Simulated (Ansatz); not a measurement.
# Decaying states in the gap of Sb2BrClO2

Wanted: the relaxed cell of Sb2BrClO2, its band edges and its decay constants. It is built by putting Sb for Bi in the Bi2BrClO2 structure of space group P4mm, with the volume rescaled by atomic radii. The parent structure comes from the Materials Project.

Calculated with Ansatz 0.2.0; r2SCAN DFT, plane waves, PAW files, in the first sound run; inputs show where later runs differ.

The structure was built from a prototype and need not be the compound's stable phase.

**1. Starting point**

It takes space group P4mm (No. 99, tetragonal). Conventional cell: a = 3.874 Å, b = 3.874 Å, c = 7.702 Å, α = 90.00°, β = 90.00°, γ = 90.00°. Nearest to Sb lie 4 O at 2.30 Å and 4 Br at 3.14 Å. Sb has 4 O at 2.31 Å and 4 Cl at 3.04 Å nearest. Nearest to Br lie 4 Sb at 3.14 Å. Nearest to Cl lie 4 Sb at 3.04 Å. Nearest to O lie 4 Sb at 2.30 to 2.31 Å. It derives from Bi2BrClO2. Sb for Bi in the Bi2BrClO2 structure of space group P4mm. Farther neighbours and most contacts between anions are not listed.

**2. Cell and atoms at rest**

The substituted atoms don't fit the parent's cell, so cell and atoms relax together. A small smearing keeps the run stable in case the gap closes on the way.

The input, input.yaml:

```yaml
crystal:
  lattice:
    - [3.8736352221, 0.0, 0.0]
    - [0.0, 3.8736352221, 0.0]
    - [0.0, 0.0, 7.7020479906]
  atoms:
    - { symbol: Sb, position: [0.5, 0.5, 0.842513] }
    - { symbol: Sb, position: [0.0, 0.0, 0.166988] }
    - { symbol: Br, position: [0.0, 0.0, 0.64219] }
    - { symbol: Cl, position: [0.5, 0.5, 0.339643] }
    - { symbol: O, position: [0.0, 0.5, 0.004333] }
    - { symbol: O, position: [0.5, 0.0, 0.004333] }
kpoints:
  mp_grid: { grid: [6, 6, 4] }
scf:
  occupations: { method: gaussian, width: 0.03 }
hamiltonian:
  xc: r2scan
output:
  forces: true
  stress: true
relax:
  f_tol: 0.02
  max_steps: 60
  cell: {}
```

Started as:

```sh
> ansatz run input.yaml --threads 2 --pin off --max-ram 4096MiB --backend cpu --events-out ev --progress --plain --runs-dir out
```

Numbers of over 12 decimals in the logs are rounded to 6 here.

Log:

```text
Engine: ansatz 0.2.0, aarch64-unknown-linux-gnu
Pseudopotentials: kind: paw
Pseudopotential: Sb, paw, valence charge 15, recommended cutoff 500 eV (meta_gga), Sb.paw.azcp
Pseudopotential: Br, paw, valence charge 7, recommended cutoff 500 eV (meta_gga), Br.paw.azcp
Pseudopotential: Cl, paw, valence charge 7, recommended cutoff 500 eV (meta_gga), Cl.paw.azcp
Pseudopotential: O, paw, valence charge 6, recommended cutoff 500 eV (meta_gga), O.paw.azcp
Functional definition: r2SCAN
  parameter k0 = 0.174
  parameter k1 = 0.065
  parameter a1 = 4.9479
  exchange = r2scan_x(k0 = k0, k1 = k1, a1 = a1)
  correlation = r2scan_c
Crystal: 6 atoms, lattice volume = 115.570 Å³
Basis set: ecut = 500 eV, 2881 PW (Γ), exchange–correlation on 120×120×240 points (64 copies of the dense FFT grid, shifted against one another)
Bands: 34, of which v1, the nominal top of the filled ones, is band 28 counted from 1 (27 counted from 0)
Symmetry: 8 space group operations
Space group: P4mm (ITA 99), of the structure as read, at distance tolerance 4.9e-5 Å
k-points: 30 of 144 (time reversal used)
Non-local potential: Sb, projectors of the file, l = 0: 2, l = 1: 2, l = 2: 2, l = 3: 2
Non-local potential: Br, projectors of the file, l = 0: 2, l = 1: 2, l = 2: 2
Non-local potential: Cl, projectors of the file, l = 0: 2, l = 1: 2, l = 2: 2
Non-local potential: O, projectors of the file, l = 0: 2, l = 1: 2, l = 2: 1
PAW form: soft (Blöchl's): semilocal exchange-correlation on the pseudo side does not see the compensation charge
PAW frozen core: Sb, regenerated for the run's functional (the file was generated under x = pbe(κ = 0.804, μ = 0.219515), c = pbe(β = 0.066725))
PAW frozen core: Br, regenerated for the run's functional (the file was generated under x = pbe(κ = 0.804, μ = 0.219515), c = pbe(β = 0.066725))
PAW frozen core: Cl, regenerated for the run's functional (the file was generated under x = pbe(κ = 0.804, μ = 0.219515), c = pbe(β = 0.066725))
PAW frozen core: O, regenerated for the run's functional (the file was generated under x = pbe(κ = 0.804, μ = 0.219515), c = pbe(β = 0.066725))
PAW one-centre angular grid: Sb, 590 points (default); XC on 160 Gauss nodes
PAW one-centre angular grid: Br, 302 points (default); XC on 160 Gauss nodes
PAW one-centre angular grid: Cl, 302 points (default); XC on 160 Gauss nodes
PAW one-centre angular grid: O, 302 points (default); XC on 160 Gauss nodes
Initial density: superposition of atomic densities (neutral atoms: chi_scale 0, normalization atom), corrected by the library's trained network
Initial wavefunctions: pseudopotential atomic-orbital guess
Functional: x = r2scan, c = r2scan; τ floored in thin density (d = 2e-4 eV/Å³)
SCF iter   1: F=—  HF=-18013.191208 eV  |F-HF|=—  |Δ(HF+E_count)|=         —  Δρ=6.42e-3  dr2=6.07e-2  dr2_τ=9.27e-2  ethr=1.77e-3  ⟨swp⟩=7.1  Hψ=4634  notcnv=0
preconditioner: auto → Resta (q_TF=auto, 2.418 Å⁻¹)  ε∞=4.5  [insulator: Δε(μ)=2.048 eV  Ē_g=11.064 eV  σ=0.030 eV  W_gap=1.00  n_scr=28 (ndim 8)  ℏωp=20.7 eV  f_vac=0.004  D(μ)=0.00/eV (n_scr^D=0)  ε∞_Penn≈4.5]
SCF iter   2: F=—  HF=-18013.263222 eV  |F-HF|=—  |Δ(HF+E_count)|=   7.20e-2  Δρ=3.73e-3  dr2=1.56e-2  dr2_τ=6.56e-4  ethr=1.08e-4  ⟨swp⟩=2.1  Hψ=1927  notcnv=0  defer=55
SCF iter   3: F=—  HF=-18013.263187 eV  |F-HF|=—  |Δ(HF+E_count)|=   3.51e-5  Δρ=6.36e-4  dr2=4.38e-4  dr2_τ=6.63e-5  ethr=2.78e-5  ⟨swp⟩=2.1  Hψ=1479  notcnv=0  defer=25
automatic band count: iteration 3 solves 33 bands in place of 34: the levels show a gap, and the empty bands left out lie too high to hold charge; the band table lists the bands solved (type scf.n_extra_bands for more)
SCF iter   4: F=—  HF=-18013.263255 eV  |F-HF|=—  |Δ(HF+E_count)|=   6.77e-5  Δρ=2.42e-4  dr2=8.49e-5  dr2_τ=7.47e-6  ethr=7.82e-7  ⟨swp⟩=2.3  Hψ=1517  notcnv=0  defer=25
SCF iter   5: F=—  HF=-18013.263264 eV  |F-HF|=—  |Δ(HF+E_count)|=   8.88e-6  Δρ=1.69e-4  dr2=3.03e-5  dr2_τ=2.96e-6  ethr=1.52e-7  ⟨swp⟩=2.0  Hψ=1488  notcnv=0  defer=25
SCF iter   6: F=—  HF=-18013.263262 eV  |F-HF|=—  |Δ(HF+E_count)|=   1.93e-6  Δρ=5.70e-5  dr2=3.72e-6  dr2_τ=9.61e-8  ethr=5.42e-8  ⟨swp⟩=2.4  Hψ=1392  notcnv=0  defer=25
SCF iter   7: F=—  HF=-18013.263262 eV  |F-HF|=—  |Δ(HF+E_count)|=   2.44e-8  Δρ=1.70e-5  dr2=3.08e-7  dr2_τ=1.18e-8  ethr=6.63e-9  ⟨swp⟩=2.2  Hψ=1362  notcnv=0  defer=25
SCF iter   8: F=-18013.263262 eV  HF=-18013.263262 eV  |F-HF|=3.46e-10  |Δ(HF+E_count)|=   4.95e-9  Δρ=1.58e-6  dr2=2.93e-9  dr2_τ=2.49e-10  ethr=1.79e-10  ⟨swp⟩=5.4  Hψ=3724  notcnv=0
SCF 1 converged in 8 iterations: F = -18013.263262 eV  dr2 = 2.93e-9
  greatest PAW one-centre occupation: 0.995 electrons in one spin orbital (limit 2), on the Sb atom at site 0 (counted from 0), in its partial waves of l = 2
relax step   1: F+E_penalty+E_count = -18013.26326159 eV  Δ(F+E_penalty+E_count) = +0.000e0 eV  max|allowed force component| = 1.010e0 eV/Å  Δτ_max = 0.0000 Å  P = -4.459 GPa  Ω = 115.570 Å³  (8 SCF iters, dr2 threshold 1.00e-7 eV, accepted)
Crystal: 6 atoms, lattice volume = 111.532 Å³
Basis set: ecut = 500 eV, 2805 PW (Γ), exchange–correlation on 120×120×240 points (64 copies of the dense FFT grid, shifted against one another)
Initial density: handed on by an earlier stage of this run
Initial wavefunctions: those handed on with the density
iter 1 solved again at ethr=1.27e-4 eV; its pass at ethr=3.10e-3 eV (dr2=7.13e-2 eV) is discarded
SCF iter   1: F=—  HF=-18013.038536 eV  |F-HF|=—  |Δ(HF+E_count)|=         —  Δρ=9.01e-3  dr2=7.29e-2  dr2_τ=4.40e-1  ethr=1.27e-4  ⟨swp⟩=2.0  Hψ=5318  notcnv=0
automatic band count: iteration 1 solves 32 bands in place of 34: the levels show a gap, and the empty bands left out lie too high to hold charge; the band table lists the bands solved (type scf.n_extra_bands for more)
preconditioner: auto → Resta (q_TF=auto, 2.432 Å⁻¹)  ε∞=4.6  [insulator: Δε(μ)=1.799 eV  Ē_g=11.109 eV  σ=0.030 eV  W_gap=1.00  n_scr=30 (ndim 8)  ℏωp=21.1 eV  f_vac=0.018  D(μ)=0.00/eV (n_scr^D=0)  ε∞_Penn≈4.6]
SCF iter   2: F=—  HF=-18013.370673 eV  |F-HF|=—  |Δ(HF+E_count)|=   3.32e-1  Δρ=4.32e-3  dr2=3.04e-2  dr2_τ=8.37e-4  ethr=1.27e-4  ⟨swp⟩=3.1  Hψ=2063  notcnv=0
SCF iter   3: F=—  HF=-18013.368712 eV  |F-HF|=—  |Δ(HF+E_count)|=   1.96e-3  Δρ=2.64e-3  dr2=7.67e-3  dr2_τ=2.88e-4  ethr=5.43e-5  ⟨swp⟩=2.2  Hψ=1163  notcnv=0
SCF iter   4: F=—  HF=-18013.370056 eV  |F-HF|=—  |Δ(HF+E_count)|=   1.34e-3  Δρ=8.87e-4  dr2=7.33e-4  dr2_τ=8.56e-5  ethr=1.37e-5  ⟨swp⟩=2.1  Hψ=1654  notcnv=0
[...]
iter 1 solved again at ethr=1.35e-5 eV; its pass at ethr=3.10e-3 eV (dr2=7.58e-3 eV) is discarded
SCF iter   1: F=—  HF=-18013.380297 eV  |F-HF|=—  |Δ(HF+E_count)|=         —  Δρ=2.68e-3  dr2=7.35e-3  dr2_τ=2.66e-2  ethr=1.35e-5  ⟨swp⟩=2.0  Hψ=5584  notcnv=0
automatic band count: iteration 1 solves 32 bands in place of 34: the levels show a gap, and the empty bands left out lie too high to hold charge; the band table lists the bands solved (type scf.n_extra_bands for more)
preconditioner: auto → Resta (q_TF=auto, 2.424 Å⁻¹)  ε∞=4.6  [insulator: Δε(μ)=2.038 eV  Ē_g=11.023 eV  σ=0.030 eV  W_gap=1.00  n_scr=30 (ndim 8)  ℏωp=20.9 eV  f_vac=0.023  D(μ)=0.00/eV (n_scr^D=0)  ε∞_Penn≈4.6]
SCF iter   2: F=—  HF=-18013.411446 eV  |F-HF|=—  |Δ(HF+E_count)|=   3.11e-2  Δρ=1.88e-3  dr2=3.95e-3  dr2_τ=1.63e-4  ethr=1.31e-5  ⟨swp⟩=3.7  Hψ=2177  notcnv=0  defer=1
SCF iter   3: F=—  HF=-18013.411149 eV  |F-HF|=—  |Δ(HF+E_count)|=   2.98e-4  Δρ=7.92e-4  dr2=9.33e-4  dr2_τ=8.09e-5  ethr=7.06e-6  ⟨swp⟩=2.1  Hψ=1601  notcnv=0
SCF iter   4: F=—  HF=-18013.411191 eV  |F-HF|=—  |Δ(HF+E_count)|=   4.21e-5  Δρ=3.60e-4  dr2=2.37e-4  dr2_τ=1.64e-5  ethr=1.67e-6  ⟨swp⟩=2.0  Hψ=1385  notcnv=0
SCF iter   5: F=—  HF=-18013.411175 eV  |F-HF|=—  |Δ(HF+E_count)|=   1.58e-5  Δρ=1.64e-4  dr2=2.31e-5  dr2_τ=1.99e-6  ethr=4.23e-7  ⟨swp⟩=2.6  Hψ=1690  notcnv=0
SCF iter   6: F=—  HF=-18013.411176 eV  |F-HF|=—  |Δ(HF+E_count)|=   9.94e-7  Δρ=3.07e-5  dr2=1.37e-6  dr2_τ=4.00e-8  ethr=4.13e-8  ⟨swp⟩=2.1  Hψ=1403  notcnv=0
SCF iter   7: F=-18013.411176 eV  HF=-18013.411176 eV  |F-HF|=2.94e-8  |Δ(HF+E_count)|=   1.29e-7  Δρ=8.44e-6  dr2=7.85e-8  dr2_τ=3.89e-9  ethr=1.07e-9  ⟨swp⟩=5.0  Hψ=3811  notcnv=0
SCF 3 converged in 7 iterations: F = -18013.411176 eV  dr2 = 7.85e-8
relax step   3: F+E_penalty+E_count = -18013.41117626 eV  Δ(F+E_penalty+E_count) = -4.121e-2 eV  max|allowed force component| = 1.048e-1 eV/Å  Δτ_max = 0.0210 Å  P = +0.250 GPa  Ω = 113.879 Å³  energy of the carried Pulay correction = +3.606e-4 eV  (7 SCF iters, dr2 threshold 6.00e-7 eV, accepted)
[...]
relax step   4: F+E_penalty+E_count = -18013.41784380 eV  Δ(F+E_penalty+E_count) = -6.668e-3 eV  max|allowed force component| = 4.854e-2 eV/Å  Δτ_max = 0.0230 Å  P = -0.122 GPa  Ω = 115.783 Å³  energy of the carried Pulay correction = -4.509e-5 eV  (6 SCF iters, dr2 threshold 6.00e-7 eV, accepted)
[...]
relax step   5: F+E_penalty+E_count = -18013.42022353 eV  Δ(F+E_penalty+E_count) = -2.380e-3 eV  max|allowed force component| = 2.623e-2 eV/Å  Δτ_max = 0.0422 Å  P = +0.073 GPa  Ω = 117.116 Å³  energy of the carried Pulay correction = -3.252e-4 eV  (6 SCF iters, dr2 threshold 1.67e-7 eV, accepted)
[...]
relax step   6: F+E_penalty+E_count = -18013.42031934 eV  Δ(F+E_penalty+E_count) = -9.581e-5 eV  max|allowed force component| = 9.688e-3 eV/Å  Δτ_max = 0.0031 Å  P = +0.036 GPa  Ω = 117.308 Å³  energy of the carried Pulay correction = -3.654e-4 eV  (6 SCF iters, dr2 threshold 5.17e-8 eV, accepted)
[...]
relax step   7: F+E_penalty+E_count = -18013.42036804 eV  Δ(F+E_penalty+E_count) = -4.870e-5 eV  max|allowed force component| = 1.887e-3 eV/Å  Δτ_max = 0.0024 Å  P = -0.004 GPa  Ω = 117.368 Å³  energy of the carried Pulay correction = -3.780e-4 eV  (6 SCF iters, dr2 threshold 1.37e-8 eV, accepted)
Initial wavefunctions: pseudopotential atomic-orbital guess (no wavefunctions were taken with the density)
iter 1 solved again at ethr=5.47e-7 eV; its pass at ethr=3.10e-3 eV (dr2=3.06e-4 eV) is discarded
SCF iter   1: F=—  HF=-18013.420604 eV  |F-HF|=—  |Δ(HF+E_count)|=         —  Δρ=1.60e-4  dr2=1.17e-6  dr2_τ=3.83e-6  ethr=5.47e-7  ⟨swp⟩=3.1  Hψ=7190  notcnv=0
preconditioner: auto → Resta (q_TF=auto, 2.412 Å⁻¹)  ε∞=4.2  [insulator: Δε(μ)=2.058 eV  Ē_g=11.465 eV  σ=0.030 eV  W_gap=1.00  n_scr=30 (ndim 8)  ℏωp=20.6 eV  f_vac=0.055  D(μ)=0.00/eV (n_scr^D=0)  ε∞_Penn≈4.2]
SCF iter   2: F=—  HF=-18013.420768 eV  |F-HF|=—  |Δ(HF+E_count)|=   1.64e-4  Δρ=8.13e-5  dr2=3.07e-7  dr2_τ=3.65e-6  ethr=2.09e-9  ⟨swp⟩=2.8  Hψ=1912  notcnv=0
SCF iter   3: F=—  HF=-18013.420802 eV  |F-HF|=—  |Δ(HF+E_count)|=   3.48e-5  Δρ=6.39e-6  dr2=3.32e-8  dr2_τ=8.48e-9  ethr=5.48e-10  ⟨swp⟩=2.0  Hψ=1560  notcnv=0
SCF iter   4: F=—  HF=-18013.420803 eV  |F-HF|=—  |Δ(HF+E_count)|=   1.39e-8  Δρ=1.77e-6  dr2=1.73e-9  dr2_τ=4.36e-10  ethr=5.93e-11  ⟨swp⟩=2.0  Hψ=1530  notcnv=0
SCF iter   5: F=—  HF=-18013.420803 eV  |F-HF|=—  |Δ(HF+E_count)|=  3.89e-10  Δρ=1.03e-6  dr2=4.67e-10  dr2_τ=1.80e-10  ethr=3.09e-12  ⟨swp⟩=2.0  Hψ=1860  notcnv=0
SCF iter   6: F=-18013.420803 eV  HF=-18013.420803 eV  |F-HF|=0.00e0  |Δ(HF+E_count)|=  7.75e-10  Δρ=2.47e-7  dr2=4.72e-11  dr2_τ=7.31e-12  ethr=1.00e-12  ⟨swp⟩=4.0  Hψ=4734  notcnv=0
SCF 8 converged in 6 iterations: F = -18013.420803 eV  dr2 = 4.72e-11
relax step   8: F+E_penalty+E_count = -18013.42080250 eV  Δ(F+E_penalty+E_count) = -4.345e-4 eV  max|allowed force component| = 1.916e-3 eV/Å  Δτ_max = 0.0000 Å  P = +0.002 GPa  Ω = 117.368 Å³  stress off target by 1.48e-2 GPa  SCF on the basis re-selected at this cell (its energy is not comparable with the rows above)  (6 SCF iters)
basis re-selected at this cell: Δ(F+E_penalty+E_count) = -4.345e-4 eV, ΔP = +0.006 GPa vs the last step (what re-selecting the basis moved, of the pressure what is left beyond the Pulay correction that the steps carried, after the strain that the cell walked since its last selection, with what the two solves' SCF thresholds leave and, on support functions, any second-order correction that the steps lacked; it is no m [...]
SCF converged after 6 iterations
Free energy (F): -18013.420803 eV
Harris-Foulkes:  -18013.420803 eV  (|F-HF|=0.00e0)
Internal energy: -18013.420803 eV  (E = F + TS)
E sigma→0 (E₀):  -18013.420803 eV
Fermi energy:    7.939749 eV
--- Per-component energies (eV) ---
  E_band       = -452.347797
  E_kinetic    = 1058.810291
  E_local      = -6181.186502  (includes V_loc(G=0)·N_el)
  E_nonlocal   = 916.174517
  E_hartree    = 2731.632754
  E_xc         = -756.739293
  E_vxc        = -665.644795  (∫ρ·V_xc dr)
  E_paw        = -12455.087684  (= ΣΔE_a)
  E_vpaw       = -1083.324024  (= ΣTr[D̂ρ^β])
  E_aug_tail   = 0.002063  (compensation charges beyond the density's cutoff)
  E_vtau       = 39.555430  (kinetic-family band-sum trace: ∫τ·v_τ [+ j·A + Jᵃ·Aᵃ] dr)
  E_ewald      = -3327.680541
  E_core_change = 0.653592  (= ΣΔE_core)
  E_smearing   = -0.000000  (= −TS)
  E_closure    = -0.000000  (closes the sum)
  Σ components = -18013.420803   (vs F -18013.420803, Δ=0.00e0)
--- Forces (eV/Å), atoms counted from 1 ---
  atom   1  Sb     0.00000000     0.00000000     0.00156609
  atom   2  Sb    -0.00000000     0.00000000     0.00146020
  atom   3  Br     0.00000000     0.00000000    -0.00015345
  atom   4  Cl     0.00000000     0.00000000     0.00097620
  atom   5  O     -0.00000000     0.00000000    -0.00191210
  atom   6  O      0.00000000     0.00000000    -0.00191210
  max |Σ_I F_I| component: 2.48e-5 eV/Å
--- Stress (GPa, compression-positive) ---
       -0.003975       0.000000       0.000000
        0.000000      -0.003975       0.000000
        0.000000       0.000000       0.014820
  P = ⅓ Tr σ = 0.0023 GPa (0.023 kbar)
--- Relaxed structure (7 steps of the walk, 7 accepted, 1 SCFs on fresh bases) ---
  F+E_penalty+E_count = -18013.42080250 eV   max|allowed force component| = 1.916e-3 eV/Å   (the final SCF, on the basis selected at the relaxed cell)
  cell:  # Å, volume = 117.3683 Å³
    - [3.790550, 0.0, 0]
    - [0.0, 3.790550, 0.0]
    - [0, 0.0, 8.168578]
  atoms:
    - { symbol: Sb, position: [0.5, 0.5, 0.855770] }
    - { symbol: Sb, position: [0, 0.0, 0.153133] }
    - { symbol: Br, position: [0, 0.0, 0.662447] }
    - { symbol: Cl, position: [0.5, 0.5, 0.319273] }
    - { symbol: O, position: [0, 0.5, 0.00468857] }
    - { symbol: O, position: [0.5, 0.0, 0.00468857] }
```

It took 74 s on 2 threads of Arm Neoverse V2, shared host; peak memory 0.61 GiB; 2.4 min of CPU time.

The steps of the relaxation:

```
step  energy less that of the first step (eV)  largest force component (eV/Å)  pressure (GPa)  volume (Å³)
   1                                   0.0000                          1.0101           -4.46       115.57
   2                                  -0.1067                          0.6693            2.78       111.53
   3                                  -0.1479                          0.1048            0.25       113.88
   4                                  -0.1546                          0.0485           -0.12       115.78
   5                                  -0.1570                          0.0262            0.07       117.12
   6                                  -0.1571                          0.0097            0.04       117.31
   7                                  -0.1571                          0.0019            0.00       117.37
  8*                                  -0.1575                          0.0019            0.00       117.37
```

Relaxation steps marked * repeat the geometry before them on a plane-wave basis chosen anew for their cell, so energy and pressure can jump there.

The run keeps the 8 symmetry operations that it works with, so distortions that break them were not tested.

```csv
"conventional cell, symmetrised",before,after,change
a (Å),3.874,3.791,-2.1 %
b (Å),3.874,3.791,-2.1 %
c (Å),7.702,8.169,+6.1 %
volume (Å³/atom),19.26,19.56,+1.6 %
```

The atoms that moved most (Å, as changes of fractional coordinates times the final cell):

| atom | dx | dy | dz | length |
| --- | --- | --- | --- | --- |
| Cl4 | 0.000 | 0.000 | -0.166 | 0.166 |
| Br3 | 0.000 | 0.000 | 0.165 | 0.165 |
| Sb2 | 0.000 | 0.000 | -0.113 | 0.113 |
| Sb1 | 0.000 | 0.000 | 0.108 | 0.108 |

The relaxed structure:

```cif
data_structure
_symmetry_space_group_name_H-M 'P 1'
_symmetry_Int_Tables_number 1
_cell_length_a 3.7905
_cell_length_b 3.7905
_cell_length_c 8.1686
_cell_angle_alpha 90.000
_cell_angle_beta 90.000
_cell_angle_gamma 90.000
_cell_volume 117.37
loop_
_atom_site_label
_atom_site_type_symbol
_atom_site_fract_x
_atom_site_fract_y
_atom_site_fract_z
_atom_site_occupancy
Sb1 Sb 0.50000 0.50000 0.85577 1
Sb2 Sb 0.00000 0.00000 0.15313 1
Br3 Br 0.00000 0.00000 0.66245 1
Cl4 Cl 0.50000 0.50000 0.31927 1
O5 O 0.00000 0.50000 0.00469 1
O6 O 0.50000 0.00000 0.00469 1
```

Numbers from this step:

```yaml
free_energy: -18013.4208 eV
fermi_energy: 7.940 eV
pressure: 0.002290 GPa
```

The largest force component on a free atom ends at 0.0019 eV/Å.

(Continued in part 2 of 3.)

[Logs are printed without paths, hosts, clocks, repeated set-up lines and the standing remarks that a program may print on its own settings, such as how far it seeks lower states.]

[Hosts, paths, dates, database ids (printed as entryN), source tags and the programs' standing remarks are cut or masked in the printed files.]
